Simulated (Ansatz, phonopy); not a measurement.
# Grüneisen parameters and expansion of BP (F-43m), part 4 of 4

Which modes of BP drive its thermal expansion?

What experiment has found for this phase:
- volume expansion coefficient 9.6 1e-6/K near room temperature (given in “Thermal expansion coefficients of high thermal conducting BAs and BP materials (three times its linear coefficient)”, 2019, arxiv:1906.04101)

Ansatz 0.2.0; DFT PBE, scalar-relativistic, plane waves, PAW.

So far. Step 13 (Phonons, V/V0 0.97): No mode is imaginary beyond numerical noise at the solved wavevectors. The highest zone-centre mode (no LO–TO term) moved by +3.1 % for a volume change of -3.0 %. Step 14 (Single point at a scaled cell, V/V0 1.05): The run ends at a pressure of -7.19 GPa.

## Step 15: Lattice dynamics at this volume, V/V0 1.05

The same q-mesh and k-mesh are kept at every volume, so that much of their error can cancel in the differences.

The input, input.yaml:

```yaml
crystal:
  lattice:
    - [0.0, 2.3114736737, 2.3114736737]
    - [2.3114736737, 0.0, 2.3114736737]
    - [2.3114736737, 2.3114736737, 0.0]
  atoms:
    - { symbol: B, position: [0.0, 0.0, 0.0] }
    - { symbol: P, position: [0.25, 0.25, 0.25] }
kpoints:
  mp_grid: { grid: [12, 12, 12] }
hamiltonian:
  xc: pbe
scf:
  occupations: { method: fixed }
output:
  eigenvalues: true
phonons:
  method: dfpt
  dielectric: true
  rigid_motions: translations
  qmesh: [4, 4, 4]
  temperatures: { t_max: 1000, t_step: 50 }
  qpath:
    path:
      - [[0.0, 0.0, 0.0], [-0.5, -0.5, 0.0], [-0.375, -0.375, 0.25]]
      - [[-0.375, 0.0, 0.375], [0.0, 0.0, 0.0], [0.0, 0.0, 0.5], [-0.5, -0.25, 0.25], [-0.5, -0.5, 0.0]]
    npoints: 10
```

Command:

```
$ ansatz run input.yaml --threads 2 --pin off --max-ram 5120MiB --backend cpu --events-out ev --progress --plain --runs-dir out
```

Numbers of over 12 decimals in the logs are rounded to 6 here.

Output:

```text
[...]
Crystal: 2 atoms, lattice volume = 24.700 Å³
Basis set: ecut = 420 eV, 531 PW (Γ), exchange–correlation on 48×48×48 points (8 copies of the dense FFT grid, shifted against one another)
Bands: 8, of which v1, the nominal top of the filled ones, is band 4 counted from 1 (3 counted from 0)
Symmetry: 24 space group operations
[...]
optical modes at Γ + LO–TO along q̂ = [0.0000, 1.0000, 0.0000]:
      ω (cm⁻¹)  modes    IR ((D/Å)²/amu)
        761.07      2             0.6452
        763.06      1             0.3226
  optical modes at Γ + LO–TO along q̂ = [0.0000, 0.0000, 1.0000]:
      ω (cm⁻¹)  modes    IR ((D/Å)²/amu)
        761.07      2             0.6452
        763.06      1             0.3226
--- Phonons (arbitrary-q DFPT): 8 irreducible q on the 4×4×4 mesh ---
[...]
interpolated dispersion: 63 rows × 6 modes
[...]
[key lines of the parts left out:]
SCF converged after 8 iterations
Free energy (F): -912.419824 eV
Fermi energy:    8.518938 eV
```

Wall time 63 s (2 threads of Intel Xeon 6975P-C (Granite Rapids), shared host); peak memory 1.2 GiB; 2.1 min of CPU time.

No mode is imaginary beyond numerical noise at the solved wavevectors. The highest zone-centre mode (no LO–TO term) moved by -4.8 % for a volume change of +5.0 %.

## Step 16: Mode Grüneisen parameters

This step: DFT PBE, scalar-relativistic, plane waves, PAW (phonopy 4.10.0).

Numbers from this step:

```yaml
share_of_modes_with_a_negative_grueneisen_parameter: 0.031
```

Mean Grüneisen, by row:

| T (K) | heat-capacity-weighted mean | root mean square |
| --- | --- | --- |
| 50 | 0.36 | 0.464 |
| 100 | 0.368 | 0.498 |
| 200 | 0.587 | 0.74 |
| 300 | 0.719 | 0.861 |
| 500 | 0.811 | 0.937 |
| 800 | 0.845 | 0.965 |

Table of mean mode Grueneisen parameter by wavenumber:

| wavenumber (cm⁻¹) | mean mode Grueneisen parameter |
| --- | --- |
| 13 | - |
| 40 | 0.37 |
| 94 | 0.603 |
| 121 | 0.41 |
| 174 | 0.39 |
| 201 | 0.31 |
| 228 | 0.169 |
| 282 | 0.239 |
| 309 | 0.218 |
| 336 | 0.399 |
| 389 | 0.648 |
| 416 | 0.826 |
| 470 | 0.922 |
| 497 | 0.955 |
| 524 | 0.925 |
| 577 | - |
| 604 | - |
| 631 | - |
| 685 | 1.3 |
| 711 | 1.34 |
| 765 | 1.22 |
| 792 | 1.11 |

Volume series, by row:

| V/V0 | V (Å³/atom) | pressure (GPa) | E - E0 (meV/atom) | gap (eV) | zero-point energy (meV/atom) | lowest on the path (cm⁻¹) | highest at Gamma without the LO-TO term (cm⁻¹) |
| --- | --- | --- | --- | --- | --- | --- | --- |
| 0.97 | 11.41 | 5.234 | 5.63 | 1.205 | 103.1 | 0 | 824.4 |
| 0.985 | 11.59 | 2.525 | 1.377 | 1.227 | 101.5 | 0 | 811.8 |
| 1 | 11.76 | 0.004 | 0 | 1.249 | 99.99 | 0 | 799.6 |
| 1.015 | 11.94 | -2.338 | 1.308 | 1.27 | 98.46 | 0 | 787.7 |
| 1.03 | 12.11 | -4.519 | 5.1 | 1.291 | 96.97 | 0 | 776.1 |
| 1.05 | 12.35 | -7.193 | 13.73 | 1.318 | 95.02 | 0 | 761.1 |

Optical frequency at Gamma without the LO-TO term, mode 4 against V/V0:

| V/V0 | optical frequency at Gamma without the LO-TO term, mode 4 (cm⁻¹) |
| --- | --- |
| 0.9700 | 824 |
| 0.9850 | 812 |
| 1.0000 | 800 |
| 1.0150 | 788 |
| 1.0300 | 776 |
| 1.0500 | 761 |

Grüneisen at points, by row:

| point | branch | frequency (cm⁻¹) | mode Grüneisen parameter |
| --- | --- | --- | --- |
| Γ | 4 | 799.6 | 1.01 |
| Γ | 6 | 803.9 | 1.07 |
| X | 1 | 313.4 | -0.12 |
| X | 3 | 525.1 | 0.93 |
| X | 4 | 700.9 | 1.48 |
| X | 6 | 780.7 | 1.03 |
| U | 1 | 309.6 | -0.03 |
| U | 2 | 399.7 | 0.47 |
| U | 3 | 469.6 | 0.89 |
| U | 4 | 666.5 | 1.36 |
| U | 5 | 705.5 | 1.42 |
| U | 6 | 779.1 | 1.27 |
| K | 1 | 309.6 | -0.03 |
| K | 2 | 399.7 | 0.47 |
| K | 3 | 469.6 | 0.89 |
| K | 4 | 666.5 | 1.36 |
| K | 5 | 705.5 | 1.42 |
| K | 6 | 779.1 | 1.27 |
| L | 1 | 224.6 | -0.19 |
| L | 3 | 505.6 | 1.06 |
| L | 4 | 751.3 | 1.07 |
| L | 5 | 757.4 | 1.21 |
| W | 1 | 366.6 | 0.33 |
| W | 2 | 412.3 | 0.3 |
| W | 3 | 434.9 | 1 |
| W | 4 | 660.7 | 1.24 |
| W | 5 | 700.2 | 1.5 |
| W | 6 | 770.3 | 1.36 |

## Step 17: Free-energy fit

This step gave:

```
volume expansion coefficient at 300 K : 9.74 1e-6/K
isothermal bulk modulus at 300 K      : 157.4 GPa
C_P at 300 K                          : 14.97 J/mol-atom/K
Grüneisen parameter at 300 K          : 0.734
```

The energy (each curve on its own zero) by volume; values in meV/atom:

| volume (Å³/atom) | static | F at 0 K | F at 300 K | F at 900 K |
| --- | --- | --- | --- | --- |
| 11.409 | 5.63 | 9.58 | 10.0 | 14.1 |
| 11.585 | 1.38 | 3.74 | 4.03 | 6.51 |
| 11.762 | 0 | 0.8 | 0.92 | 1.83 |
| 11.938 | 1.31 | 0.58 | 0.51 | -0.17 |
| 12.115 | 5.1 | 2.88 | 2.62 | 0.33 |
| 12.350 | 13.7 | 9.56 | 9.03 | 4.56 |

Phonopy-qha, vinet fit of F(V) at each temperature; no electronic free energy. Qha vinet, by row:

| T (K) | fitted volume (Å³/atom) | alpha_V (1e-6/K) | B_T (GPa) | C_P (J/mol-atom/K) | Grueneisen |
| --- | --- | --- | --- | --- | --- |
| 100 | 11.86 | 1.07 | 158.6 | 2.991 | 0.4006 |
| 150 | 11.87 | 2.85 | 158.4 | 6.412 | 0.5017 |
| 200 | 11.87 | 5.2 | 158.2 | 9.707 | 0.6047 |
| 250 | 11.87 | 7.6 | 157.8 | 12.6 | 0.6813 |
| 300 | 11.88 | 9.74 | 157.4 | 14.97 | 0.7337 |
| 350 | 11.88 | 11.5 | 156.9 | 16.84 | 0.7693 |
| 400 | 11.89 | 12.93 | 156.4 | 18.32 | 0.7943 |
| 450 | 11.9 | 14.08 | 155.9 | 19.47 | 0.8123 |
| 500 | 11.91 | 15.02 | 155.3 | 20.38 | 0.8257 |
| 550 | 11.92 | 15.78 | 154.7 | 21.11 | 0.836 |
| 600 | 11.93 | 16.41 | 154.2 | 21.7 | 0.8441 |
| 650 | 11.94 | 16.94 | 153.6 | 22.19 | 0.8507 |
| 700 | 11.95 | 17.39 | 153 | 22.59 | 0.8561 |
| 750 | 11.96 | 17.78 | 152.4 | 22.93 | 0.8607 |
| 800 | 11.97 | 18.13 | 151.8 | 23.22 | 0.8646 |
| 850 | 11.98 | 18.43 | 151.1 | 23.46 | 0.8681 |

The volume expansion coefficient, phonopy-qha, Vinet by temperature:

| temperature (K) | volume expansion coefficient, phonopy-qha, Vinet (1e-6/K) |
| --- | --- |
| 75 | 0.5 |
| 100 | 1.07 |
| 125 | 1.86 |
| 150 | 2.85 |
| 175 | 3.98 |
| 200 | 5.2 |
| 225 | 6.42 |
| 250 | 7.6 |
| 275 | 8.71 |
| 300 | 9.74 |
| 325 | 10.7 |
| 350 | 11.5 |
| 375 | 12.3 |
| 400 | 12.9 |
| 425 | 13.5 |
| 450 | 14.1 |
| 475 | 14.6 |
| 500 | 15.0 |
| 525 | 15.4 |
| 550 | 15.8 |
| 575 | 16.1 |
| 600 | 16.4 |
| 625 | 16.7 |
| 650 | 16.9 |
| 675 | 17.2 |
| 700 | 17.4 |
| 725 | 17.6 |
| 750 | 17.8 |
| 775 | 18.0 |
| 800 | 18.1 |
| 825 | 18.3 |
| 850 | 18.4 |
| 875 | 18.6 |

The fit gives a volume expansion of 9.74 × 10⁻⁶/K at 300 K.

## Step 18: Summary of results

```
volume expansion coefficient at 300 K  : 9.74 1e-6/K
isothermal bulk modulus at 300 K       : 157.4 GPa
C_P at 300 K                           : 14.97 J/mol-atom/K
Grüneisen parameter at 300 K           : 0.734
mean mode Grüneisen parameter at 300 K : 0.719
```

**Reading.** Near room temperature BP expands by 9.74 × 10⁻⁶/K in volume by PBE, with C_P = 15.0 J/(mol K) per mole of atoms and B_T = 157 GPa. C_P at room temperature is 60 % of the classical 3R an atom, so the stiffest modes are still partly frozen out. A measured volume expansion coefficient near room temperature is 9.6 1e-6/K (arxiv:1906.04101); the calculated 9.74 1e-6/K differs by +1 %. The heat-capacity-weighted Grüneisen parameter goes from 0.36 at 50 K to 0.845 at 800 K; 3 % of the modes stiffen on expansion. Weighting γ by the density of states and each mode's heat capacity at 300 K, modes below 270 cm⁻¹ give about 8 % of the sum of γC that drives the expansion, those up to 540 cm⁻¹ 36 % and the rest 56 %. Among the labelled points γ is largest for branch 5 at W (700 cm⁻¹, 1.5) and most negative for branch 1 at L (225 cm⁻¹, -0.19). The interpolation has no quadrupole term, so branches near the zone centre are less sure, since this crystal has sites that are not centres of inversion.

[Logs are printed without paths, hosts, clocks, repeated set-up lines and the standing remarks that a program may print on its own settings, such as how far it seeks lower states.]

[Hosts, paths, dates, database ids (printed as entryN), source tags and the programs' standing remarks are cut or masked in the printed files.]

[A step with changed settings may run another functional than the one named; its input shows which.]

[Of the runs on displaced cells, only some may be shown.]
